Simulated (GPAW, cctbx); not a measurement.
# Fe4Bi: what bonding does to one electron reflection, worked out

Fe4Bi, I4/mmm (no. 139), a = 3.7271 Å, b = 3.7271 Å, c = 11.0796 Å, α = 90.00°, β = 90.00°, γ = 90.00°.

```csv
atom,mult.,x,y,z
Bi1,2,0,0,0
Fe1,4,1/2,1/2,0.1151
Fe2,4,0,1/2,1/4
```

The cell comes from substitution in a known structure type and wasn't matched to any measured phase.

A DFT run (GPAW, PBE, 450 eV, 7×7×7 k-points, Fermi–Dirac width 0.1 eV, spin-polarised) gives the static X-ray structure factor of 002 as 73.033 e for the conventional cell; superposed free atoms give 73.886 e. **Problem.** Find the Fourier component V of the crystal potential and the two-beam extinction distance at 300 kV in both cases.

### 1. Geometry

The cell volume is Ω = 153.91 Å³ and d(002) = 5.5398 Å, so g = 1/d = 0.1805 Å⁻¹.

### 2. The nuclei

Electrons feel nuclei as well as electrons, so the nuclear charges are summed with the same phases.

Phase sums Σ exp(2πi h·x), turned so that the total is real and positive: Bi +2.000, Fe -3.505. Then F_Z = 83 × (+2.000) + 26 × (-3.505) = 74.86 e. The electron term has the same sign for this reflection.

### 3. Mott–Bethe

Poisson's equation, term by term, gives V = (e/4πε₀)(F_Z − F)/(πΩg²), with e/4πε₀ = 14.3996 V Å.

The prefactor is 14.3996 × 5.5398²/(π × 153.91) = 0.91394 V per electron. Free atoms: (74.86 − 73.886) × 0.91394 = 0.892 V. Crystal: (74.86 − 73.033) × 0.91394 = 1.672 V. F changes by -1.15 % and V by +87.4 %: the same 0.85 e is measured against F_Z − F = 1.0 e in place of F = 73.9 e.

### 4. Extinction distance

In the two-beam case ξ = 1/(λU) with U = 2γm₀eV/h², that is ξ = 150.41 V Å²/(γλV).

At 300 kV, λ = 0.01969 Å and γ = 1.5871. Free atoms: ξ = 5396 Å. Crystal: ξ = 2879 Å. The thickness fringes go as sin²(πt/ξ), so the two patterns slip by a quarter of a period when t|1/ξ₁ − 1/ξ₀| = 1/4, at t ≈ 154 nm. Thermal motion, absorption and many-beam coupling, left out here, change a real pattern.

### 5. Answer

V(002) is 1.67 V against 0.89 V, and ξ is 2879 against 5396 Å. Limits: static atoms, two beams; a ferromagnetic start is the only order tried, and the real ground state may be antiferromagnetic or insulating.

[Outputs are excerpts: Python notices, other lines and further rows are left out; steps that failed or that the build refused (PBEsol, TPSS) are not shown.]

[Logs are printed without paths, hosts, clocks, repeated set-up lines and the standing remarks that a program may print on its own settings, such as how far it seeks lower states.]
